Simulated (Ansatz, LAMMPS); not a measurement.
# Squeezing and shearing amorphous Si0.7Ge0.3 (120 atoms), part 2 of 3

Aim: relax amorphous Si0.7Ge0.3 (120 atoms), then change its volume and shape to read moduli from the stress.

Ansatz 0.2.0; Kohn-Sham DFT, PBE, PAW (set soft_2), plane waves.

The cell: 84 Si and 36 Ge. The quench rate of 30 K/ps is orders of magnitude faster than experiment. The network of bonds at the start is that of the classical potential that made the cell. Sampling is at Γ alone.

So far. Step 2 (Single point at the start): The r.m.s. force at the start is 0.26 eV/Å. Step 3 (Cell and atoms relaxed): The relaxation converged after 21 steps, with a largest force component of 0.018 eV/Å.

## (4) Single point at the relaxed geometry

The electronic structure is read at the final geometry, in a run of its own.

File input.yaml:

```yaml
crystal:
  lattice:
    - [13.73849, 0.15984, 0.00081]
    - [0.15984, 13.56353, 0.03655]
    - [0.00081, 0.03655, 13.8033]
  atoms:
    - { symbol: Si, position: [0.82861, 0.3082, 0.24821] }
    - { symbol: Si, position: [0.28517, 0.06436, 0.02591] }
    - { symbol: Si, position: [0.19661, 0.9321, 0.10319] }
    - { symbol: Si, position: [0.25888, 0.72451, 0.8539] }
    - { symbol: Si, position: [0.79138, 0.50276, 0.41954] }
    - { symbol: Si, position: [0.27744, 0.04316, 0.40944] }
    [... 108 atom lines left out ...]
    - { symbol: Ge, position: [0.67678, 0.9852, 0.79594] }
    - { symbol: Ge, position: [0.88524, 0.43561, 0.12927] }
    - { symbol: Ge, position: [0.4191, 0.73927, 0.03448] }
    - { symbol: Ge, position: [0.75347, 0.1436, 0.99488] }
    - { symbol: Ge, position: [0.14478, 0.15617, 0.79532] }
    - { symbol: Ge, position: [0.95097, 0.98103, 0.75651] }
kpoints:
  mp_grid: { grid: [1, 1, 1] }
hamiltonian:
  xc: pbe
scf:
  occupations: { method: gaussian, width: 0.05 }
output:
  forces: true
  stress: true
  populations: true
  dos:
    method: { smearing: { sigma: 0.08 } }
    de: 0.1
    projected: { site_lists: { Ge: [Ge], Si: [Si] } }
  eigenvalues: true
  write_density: true
  write_potential: true
  volumetric_format: npy
  elf: true
```

The run is started by

```console
$ ansatz run input.yaml --threads 8 --pin off --max-ram 15872MiB --backend cpu --events-out ev --progress --plain --runs-dir out
```

Numbers of over 12 decimals in the logs are rounded to 6 here.

Output:

```text
[...]
Crystal: 120 atoms, lattice volume = 2571.769 Å³
Basis set: ecut = 420 eV, 50275 PW (Γ), exchange–correlation on 192×192×192 points (8 copies of the dense FFT grid, shifted against one another)
Bands: 540, of which v1, the nominal top of the filled ones, is band 420 counted from 1 (419 counted from 0)
Symmetry: 1 space group operations
[...]
k-points: 1
[...]
SCF iter   1: F=—  HF=-207998.885614 eV  |F-HF|=—  |Δ(HF+E_count)|=         —  Δρ=3.15e-3  dr2=7.94e-1  ethr=1.77e-3  ⟨swp⟩=6.0  Hψ=2181  notcnv=0  defer=29
[...]
SCF iter  12: F=-207998.765758 eV  HF=-207998.765758 eV  |F-HF|=8.27e-9  |Δ(HF+E_count)|=   6.53e-8  Δρ=5.04e-7  dr2=1.99e-8  ethr=1.19e-11  ⟨swp⟩=8.0  Hψ=2931  notcnv=0
SCF 1 converged in 12 iterations: F = -207998.765758 eV  dr2 = 1.99e-8
[...]
SCF converged after 12 iterations
Free energy (F): -207998.765758 eV
[...]
Internal energy: -207998.765643 eV  (E = F + TS)
E sigma→0 (E₀):  -207998.765700 eV
Entropy (-TS):   -0.000115 eV (-0.001 meV/atom)
Fermi energy:    6.849270 eV
[...]
--- Forces (eV/Å), atoms counted from 1 ---
  atom   1  Si     0.00048308    -0.00181644     0.00563186
  atom   2  Si    -0.00047174     0.00155722     0.00654149
  atom   3  Si     0.00205774    -0.00364858     0.00113107
  atom   4  Si     0.00573511     0.00309551     0.00904343
  atom   5  Si     0.00351904    -0.00541194     0.00504634
  atom   6  Si    -0.00367938     0.00184084    -0.00387870
  atom   7  Si     0.00315824    -0.01028200     0.00321813
  atom   8  Si     0.00506736     0.00525166     0.00898598
  atom   9  Si    -0.00256143    -0.00517282    -0.00469400
  atom  10  Si    -0.00432158     0.00556172     0.00034802
  atom  11  Si    -0.00415730    -0.00269800     0.00383938
  atom  12  Si    -0.00051039    -0.00129120    -0.00008031
  atom  13  Si    -0.00417790     0.00291334    -0.00215687
  atom  14  Si     0.00232467     0.00199474     0.00064090
[...]
atom 119  Ge    -0.00160577     0.00118200     0.00007336
  atom 120  Ge    -0.00225154     0.00428529    -0.00022852
  max |Σ_I F_I| component: 1.48e-5 eV/Å
--- Stress (GPa, compression-positive) ---
       -0.002805      -0.001663      -0.015707
       -0.001663       0.006661       0.007272
       -0.015707       0.007272      -0.010100
  P = ⅓ Tr σ = -0.0021 GPa (-0.021 kbar)
--- Band table (eV) ---
[...]
--- Löwdin populations: 120 sites ---
  site symbol       q [e]
     0     Si      3.9128
     1     Si      3.9333
     2     Si      3.8983
[...]
119     Ge     13.9838
  spilling = 0.005611 (of n_electrons = 840.000000)
```

The job ended after 55 s (8 threads of Intel Xeon Platinum 8259CL at 2.50GHz (Skylake/Cascade Lake), shared host; peak memory 3.8 GiB).

The run gave:

* free energy: -207998.7658 eV
* free energy per atom: -1733.3230 eV/atom
* SCF cycles: 12
* pressure: -0.002081 GPa
* r.m.s. force component: 0.0046 eV/Å
* longest force: 0.02361 eV/Å
* Fermi energy: 6.849 eV
* gap (highest filled to lowest empty level): 0.249 eV
* spilling of the projection: 0.005611

Löwdin charges by element and coordination (they lack the spilled electrons, 0.039 e an atom on average):

| element | coordination | atoms | mean charge (e) | spread | least | most |
| --- | --- | --- | --- | --- | --- | --- |
| Ge | all | 36 | -0.0073 | 0.0266 | -0.0487 | 0.0739 |
| Ge | 4 | 31 | -0.0112 | 0.0208 | -0.0487 | 0.0289 |
| Ge | 5 | 4 | 0.0063 | 0.0392 | -0.0203 | 0.0739 |
| Ge | 6 | 1 | 0.0607 | 0 | 0.0607 | 0.0607 |
| Si | all | 84 | 0.0592 | 0.0255 | -0.0066 | 0.149 |
| Si | 4 | 72 | 0.059 | 0.0234 | -0.0066 | 0.115 |
| Si | 5 | 12 | 0.0608 | 0.0354 | 0.0132 | 0.149 |

Density of states as counts of states in windows of 1 eV (from the Fermi level), total and the larger projections:

| from (eV) | to (eV) | total | Si p | Ge p | Si s | Ge s |
| --- | --- | --- | --- | --- | --- | --- |
| -14 | -13 | 0.0 | 0.0 | 0.0 | 0.0 | 0.0 |
| -13 | -12 | 2.3 | 0.1 | 0.0 | 1.4 | 0.8 |
| -12 | -11 | 27.4 | 5.0 | 2.2 | 12.7 | 7.4 |
| -11 | -10 | 25.7 | 5.6 | 2.2 | 11.3 | 6.4 |
| -10 | -9 | 39.4 | 9.2 | 3.6 | 16.8 | 9.7 |
| -9 | -8 | 34.9 | 9.5 | 3.7 | 14.9 | 6.6 |
| -8 | -7 | 28.0 | 8.9 | 3.2 | 10.6 | 5.0 |
| -7 | -6 | 31.2 | 11.5 | 4.0 | 10.9 | 4.5 |
| -6 | -5 | 29.6 | 12.6 | 4.8 | 8.8 | 3.1 |
| -5 | -4 | 41.1 | 24.0 | 8.9 | 6.0 | 1.8 |
| -4 | -3 | 61.0 | 39.3 | 15.7 | 3.8 | 1.6 |
| -3 | -2 | 67.5 | 43.9 | 18.0 | 3.4 | 1.5 |
| -2 | -1 | 63.0 | 39.9 | 18.4 | 2.6 | 1.1 |
| -1 | 0 | 28.8 | 16.3 | 9.1 | 1.6 | 1.0 |
| 0 | 1 | 32.4 | 14.4 | 7.4 | 5.6 | 2.8 |
| 1 | 2 | 57.8 | 26.5 | 11.5 | 9.3 | 4.3 |
| 2 | 3 | 75.1 | 34.9 | 15.3 | 10.1 | 3.5 |

The curve was stored every 0.10 eV, coarse against its broadening of 0.08 eV, so these counts are rough.

Between -25 and -14 eV lie 360 more states.

The levels nearest the highest filled one (over half full), pooled over k-points and spins:

| level less the highest filled one (eV) | occupation |
| --- | --- |
| -0.455 | 2 |
| -0.410 | 2 |
| -0.374 | 2 |
| -0.310 | 2 |
| -0.104 | 2 |
| 0 | 2 |
| 0.249 | 0 |
| 0.404 | 0 |
| 0.449 | 0 |
| 0.473 | 0 |
| 0.493 | 0 |
| 0.595 | 0 |

ELF in the ac plane at fractional y = 0.365, with atoms of Si and Ge within 0.2 Å of it. It is the smooth field of the valence electrons, not physical close to the nuclei.

Ten even steps from '0' (0.02) to '9' (0.93), each cell a mean:
```
001443102456557764212479864799843356410
001355443321135655566689986556655665310
001256653100012346887335763111356642100
344456654200001124686346886444544322122
777766543100111101245679998568874333566
677653211012344310012356774358975324676
775311111234444443210012577766642114788
863100124443200356643224699985200025799
421000133443100257765666556764101124566
100000011244433455545676432465432222222
011110000124543211112356766666543321000
234432000013454321000024666432345542111
433344200025787655422223322100257765665
300033200025754358864444420000256434897
411245410026774369853124431000245333797
445788643357999767642124553111257876655
247886678765677522333346654444467886311
136753589963334310012334444566656775200
258997678764466421000011223345678986311
578998532333444322110000110012579875433
666775310001234443221111211000145543346
666776432234578874211134665321135544345
246775434677557874100146654566557876311
013542002578645663100145333699854576310
```
Columns run along a (13.7 Å), rows up along c (13.8 Å). Atoms in or near the plane, at fractional coordinates: Si at (0.56, 0.87), Si at (0.30, 0.26), Si at (0.66, 0.01), Si at (0.88, 0.40), Si at (0.83, 0.98), Ge at (0.06, 0.42), Ge at (0.17, 0.00), Ge at (0.35, 0.66).

Electrostatic potential energy in the ac plane at fractional y = 0.365, with atoms of Si and Ge within 0.2 Å of it. With pseudopotentials it is smooth inside the atoms' cores, unlike the true potential.

Ten even steps from '0' (-41 eV) to '9' (10 eV), each cell a mean:
```
999974213689888999999997411478400038999
999998667999999999998667888899743479999
999999999999999999973001689999988899999
999998899999999999973001688889998999999
889999999999999999998667875347898899988
368999999999999999999999861004899999863
468999999998766799999999974346899999864
889999999986312479999999888889999999988
999999999986311379999997422589999999999
999999999998756799999986100279999999999
999999999999999999999998533689999999999
999999999999999999999999988999999999999
754579999999875578999999999999998767899
420248999999720016888789999999985101588
532358999999841037864346899999985000488
877788999998877789863235899999998656899
998754689852247999986668899999988889999
998610268720016899999999989999865689999
998754689853257999999999999999876789999
988888999998889999999999999999998888999
876789999999999899999999999999999877899
988889999998767899999999988999999888899
999987557887412589999998533589988889999
999973113687523689999986100168621268999
```
Columns run along a (13.7 Å; values clipped at the 3rd and 97th percentile), rows up along c (13.8 Å). Atoms in or near the plane, at fractional coordinates: Si at (0.56, 0.87), Si at (0.30, 0.26), Si at (0.66, 0.01), Si at (0.88, 0.40), Si at (0.83, 0.98), Ge at (0.06, 0.42), Ge at (0.17, 0.00), Ge at (0.35, 0.66).

The highest filled and lowest empty levels differ by 0.249 eV (at Γ alone); a semilocal functional tends to put such gaps too low. In a disordered cell it changes from sample to sample, and tail or defect levels can set it. Mean Löwdin charges: Ge -0.01, Si +0.06 e (they miss 0.56 % of the electrons, so they add up to more than the cell's charge). Charges this small depend on the projection, at times even in sign. Within 0.4 eV of the Fermi level the largest share is Si p (50 % of the projected weight).

## (5) Volume -3 %

The relaxed cell is scaled evenly and the atoms are relaxed again; the stress at the end gives one point of P(V).

input.yaml, the sections that differ from step 4:

```yaml
crystal:
  lattice:
    - [13.59971, 0.15823, 0.0008]
    - [0.15823, 13.42652, 0.03618]
    - [0.0008, 0.03618, 13.66386]
  atoms:
    [... the 120 atom lines of step 4 ...]
output:
  forces: true
  eigenvalues: true
  stress: true
relax:
  f_tol: 0.05
  max_steps: 70
# kpoints, hamiltonian, scf: as in step 4
```

Output:

```text
Warning: output.stress: scf.convergence.dr2_threshold = 1e-7 eV (the SCF's general default) is looser than the 1.08e-8 eV advised for a printed stress (1e-10 eV for each atom of the cell: 120, of which 108 are counted). What an SCF threshold leaves in a stress goes as its square root, and in the free energy as the threshold itself, and one threshold admits the most on a small cell: [...]
[...]
Crystal: 120 atoms, lattice volume = 2494.617 Å³
Basis set: ecut = 420 eV, 48721 PW (Γ), exchange–correlation on 192×180×192 points (8 copies of the dense FFT grid, shifted against one another)
Bands: 540, of which v1, the nominal top of the filled ones, is band 420 counted from 1 (419 counted from 0)
Symmetry: 1 space group operations
[...]
k-points: 1
[...]
SCF iter   1: F=—  HF=-207998.327792 eV  |F-HF|=—  |Δ(HF+E_count)|=         —  Δρ=3.22e-3  dr2=7.87e-1  ethr=1.77e-3  ⟨swp⟩=6.0  Hψ=2184  notcnv=0  defer=30
[...]
SCF iter   8: F=-207998.202388 eV  HF=-207998.202394 eV  |F-HF|=5.87e-6  |Δ(HF+E_count)|=   2.74e-5  Δρ=9.86e-6  dr2=1.58e-5  ethr=6.34e-9  ⟨swp⟩=12.0  Hψ=2355  notcnv=0
SCF 1 converged in 8 iterations: F = -207998.202388 eV  dr2 = 1.58e-5
[...]
relax step   1: F+E_penalty+E_count = -207998.20238811 eV  Δ(F+E_penalty+E_count) = +0.000e0 eV  max|allowed force component| = 2.490e-1 eV/Å  Δτ_max = 0.0000 Å  (8 SCF iters, dr2 threshold 6.25e-5 eV, accepted)
[...]
relax step   2: F+E_penalty+E_count = -207998.28159950 eV  Δ(F+E_penalty+E_count) = -7.921e-2 eV  max|allowed force component| = 1.083e-1 eV/Å  Δτ_max = 0.0301 Å  (7 SCF iters, dr2 threshold 3.87e-6 eV, accepted)
[...]
relax step   3: F+E_penalty+E_count = -207998.30246990 eV  Δ(F+E_penalty+E_count) = -2.087e-2 eV  max|allowed force component| = 5.956e-2 eV/Å  Δτ_max = 0.0267 Å  (8 SCF iters, accepted)
[...]
relax step   4: F+E_penalty+E_count = -207998.30628902 eV  Δ(F+E_penalty+E_count) = -3.819e-3 eV  max|allowed force component| = 3.773e-2 eV/Å  Δτ_max = 0.0223 Å  (7 SCF iters, accepted)
SCF converged after 7 iterations
Free energy (F): -207998.306289 eV
[...]
Internal energy: -207998.306236 eV  (E = F + TS)
E sigma→0 (E₀):  -207998.306262 eV
Entropy (-TS):   -0.000053 eV (-0.000 meV/atom)
Fermi energy:    7.195784 eV
[...]
--- Forces (eV/Å), atoms counted from 1 ---
  atom   1  Si    -0.00020588    -0.00456082     0.00771351
  atom   2  Si     0.00214052    -0.00668189    -0.00696742
  atom   3  Si    -0.00338796     0.00378038    -0.00344854
  atom   4  Si    -0.01121987    -0.00166221     0.03772876
  atom   5  Si    -0.00105857    -0.00260270     0.00804893
  atom   6  Si     0.00680203     0.00257330     0.02593869
  atom   7  Si    -0.00284588    -0.00497876     0.01089203
  atom   8  Si    -0.00230649     0.00011511    -0.00606207
  atom   9  Si     0.00100090    -0.00512837     0.00080655
  atom  10  Si    -0.00505247     0.00620318    -0.00611491
  atom  11  Si     0.00274806     0.00051718    -0.00279331
  atom  12  Si     0.00197047    -0.00134469    -0.01376047
  atom  13  Si     0.00839061    -0.00347003    -0.00112942
  atom  14  Si     0.00177270     0.00207006    -0.00303247
[...]
atom 119  Ge    -0.00196514    -0.00363522     0.00130608
  atom 120  Ge    -0.00053841    -0.00344519     0.00526143
  max |Σ_I F_I| component: 5.60e-5 eV/Å
--- Stress (GPa, compression-positive) ---
        1.897845      -0.043906       0.017446
       -0.043906       2.019879       0.066420
        0.017446       0.066420       1.922429
  P = ⅓ Tr σ = 1.9467 GPa (19.467 kbar)
--- Band table (eV) ---
[...]
--- Relaxed structure (4 steps of the walk, 4 accepted, 0 SCFs on fresh bases) ---
  F+E_penalty+E_count = -207998.30628902 eV   max|allowed force component| = 3.773e-2 eV/Å
  atoms:
    - { symbol: Si, position: [0.828724, 0.309001, 0.246260] }
    - { symbol: Si, position: [0.284907, 0.064596, 0.026367] }
    - { symbol: Si, position: [0.195835, 0.932511, 0.103799] }
    - { symbol: Si, position: [0.260958, 0.722374, 0.858550] }
[...]
- { symbol: Ge, position: [0.949225, 0.980643, 0.755798] }
```

The job ended after 2.2 min (8 threads; peak memory 3.7 GiB; 11 min of CPU time).

The program notes that the SCF threshold is loose for the stress.

The relaxation converged after 4 steps, 0.104 eV below its start, with a largest force component of 0.038 eV/Å.

Volume -3 %: the energy stands 0.459 eV above that of the reference, at a pressure of 1.95 GPa.

## (6) Volume +3 %

The relaxed cell is scaled to another volume.

input.yaml, the sections that differ from step 5:

```yaml
crystal:
  lattice:
    - [13.87452, 0.16142, 0.00082]
    - [0.16142, 13.69783, 0.03691]
    - [0.00082, 0.03691, 13.93998]
  atoms:
    [... the 120 atom lines of step 4 ...]
# kpoints, hamiltonian, scf, output, relax: as in step 5
```

Output:

```text
[...]
Crystal: 120 atoms, lattice volume = 2648.922 Å³
Basis set: ecut = 420 eV, 51745 PW (Γ), exchange–correlation on 192×192×192 points (8 copies of the dense FFT grid, shifted against one another)
Bands: 540, of which v1, the nominal top of the filled ones, is band 420 counted from 1 (419 counted from 0)
Symmetry: 1 space group operations
[...]
k-points: 1
[...]
SCF iter   1: F=—  HF=-207998.376097 eV  |F-HF|=—  |Δ(HF+E_count)|=         —  Δρ=3.09e-3  dr2=8.05e-1  ethr=1.77e-3  ⟨swp⟩=6.0  Hψ=2181  notcnv=0  defer=26
[...]
SCF iter   7: F=—  HF=-207998.259596 eV  |F-HF|=—  |Δ(HF+E_count)|=   1.11e-4  Δρ=2.09e-5  dr2=5.83e-5  ethr=2.52e-8  ⟨swp⟩=2.0  Hψ=850  notcnv=0  defer=111
SCF iter   8: F=-207998.259620 eV  HF=-207998.259626 eV  |F-HF|=5.19e-6  |Δ(HF+E_count)|=   2.91e-5  Δρ=9.66e-6  dr2=1.65e-5  ethr=6.93e-9  ⟨swp⟩=12.0  Hψ=2426  notcnv=0
SCF 1 converged in 8 iterations: F = -207998.259620 eV  dr2 = 1.65e-5
[...]
relax step   1: F+E_penalty+E_count = -207998.25962032 eV  Δ(F+E_penalty+E_count) = +0.000e0 eV  max|allowed force component| = 2.213e-1 eV/Å  Δτ_max = 0.0000 Å  (8 SCF iters, dr2 threshold 6.25e-5 eV, accepted)
[...]
relax step   2: F+E_penalty+E_count = -207998.32990994 eV  Δ(F+E_penalty+E_count) = -7.029e-2 eV  max|allowed force component| = 8.259e-2 eV/Å  Δτ_max = 0.0334 Å  (7 SCF iters, dr2 threshold 3.06e-6 eV, accepted)
[...]
relax step   3: F+E_penalty+E_count = -207998.34366194 eV  Δ(F+E_penalty+E_count) = -1.375e-2 eV  max|allowed force component| = 5.343e-2 eV/Å  Δτ_max = 0.0225 Å  (8 SCF iters, accepted)
[...]
relax step   4: F+E_penalty+E_count = -207998.34757561 eV  Δ(F+E_penalty+E_count) = -3.914e-3 eV  max|allowed force component| = 3.744e-2 eV/Å  Δτ_max = 0.0204 Å  (7 SCF iters, accepted)
SCF converged after 7 iterations
Free energy (F): -207998.347576 eV
[...]
Internal energy: -207998.347259 eV  (E = F + TS)
E sigma→0 (E₀):  -207998.347417 eV
Entropy (-TS):   -0.000317 eV (-0.003 meV/atom)
Fermi energy:    6.518527 eV
[...]
Σ components = -207998.347576   (vs F -207998.347576, Δ=0.00e0)
--- Forces (eV/Å), atoms counted from 1 ---
  atom   1  Si    -0.00186678     0.00300576    -0.00751566
  atom   2  Si    -0.00112629     0.00686134     0.00824154
  atom   3  Si     0.00214701    -0.00878840     0.00664714
  atom   4  Si     0.00814754     0.00388647    -0.03480299
[...]
atom 120  Ge     0.00311506     0.00138834    -0.00407072
  max |Σ_I F_I| component: 2.28e-5 eV/Å
--- Stress (GPa, compression-positive) ---
       -1.643419       0.035663      -0.045495
        0.035663      -1.728420      -0.037288
       -0.045495      -0.037288      -1.704898
  P = ⅓ Tr σ = -1.6922 GPa (-16.922 kbar)
--- Band table (eV) ---
[...]
--- Relaxed structure (4 steps of the walk, 4 accepted, 0 SCFs on fresh bases) ---
  F+E_penalty+E_count = -207998.34757561 eV   max|allowed force component| = 3.744e-2 eV/Å
  atoms:
    - { symbol: Si, position: [0.828560, 0.307367, 0.250042] }
    - { symbol: Si, position: [0.284896, 0.064111, 0.025659] }
    - { symbol: Si, position: [0.196927, 0.931871, 0.103180] }
    - { symbol: Si, position: [0.257001, 0.726212, 0.850298] }
[...]
- { symbol: Ge, position: [0.952165, 0.981270, 0.757254] }
```

The job ended after 2.2 min (8 threads; peak memory 3.9 GiB; 12 min of CPU time).

The relaxation converged after 4 steps, 0.0880 eV below its start, with a largest force component of 0.037 eV/Å.

Volume +3 %: the energy stands 0.418 eV above that of the reference, at a pressure of -1.69 GPa.

## (7) Volume -6 %

The relaxed cell is scaled to another volume.

Input and log are left out; they have the form of those shown for this kind of step.

Elapsed: 2.7 min, on 8 threads of Intel Xeon Platinum 8259CL at 2.50GHz (Skylake/Cascade Lake), shared host; peak memory 3.6 GiB.

The relaxation converged after 5 steps, 0.472 eV below its start, with a largest force component of 0.032 eV/Å.

Volume -6 %: the energy stands 1.92 eV above that of the reference, at a pressure of 4.12 GPa.

## (8) Volume +6 %

The relaxed cell is scaled to another volume.

Input and log are left out; they have the form of those shown for this kind of step.

Wall time 6 min (8 threads of Intel Xeon Platinum 8259CL at 2.50GHz (Skylake/Cascade Lake), shared host); peak memory 4 GiB.

The relaxation converged after 12 steps, 0.513 eV below its start, with a largest force component of 0.043 eV/Å.

Volume +6 %: the energy stands 1.40 eV above that of the reference, at a pressure of -2.80 GPa.

## (9) Volume -10 %

The relaxed cell is scaled to another volume.

Input and log are left out; they have the form of those shown for this kind of step.

It took 14 min on 8 threads of Intel Xeon Platinum 8259CL at 2.50GHz (Skylake/Cascade Lake), shared host; peak memory 3.5 GiB; 81 min of CPU time.

The relaxation converged after 33 steps, 2.53 eV below its start, with a largest force component of 0.049 eV/Å.

Volume -10 %: the energy stands 4.65 eV above that of the reference, at a pressure of 6.00 GPa.

(Continued in part 3 of 3.)

[Logs are printed without paths, hosts, clocks, repeated set-up lines and the standing remarks that a program may print on its own settings, such as how far it seeks lower states.]

[Hosts, paths, dates, database ids (printed as entryN), source tags and the programs' standing remarks are cut or masked in the printed files.]
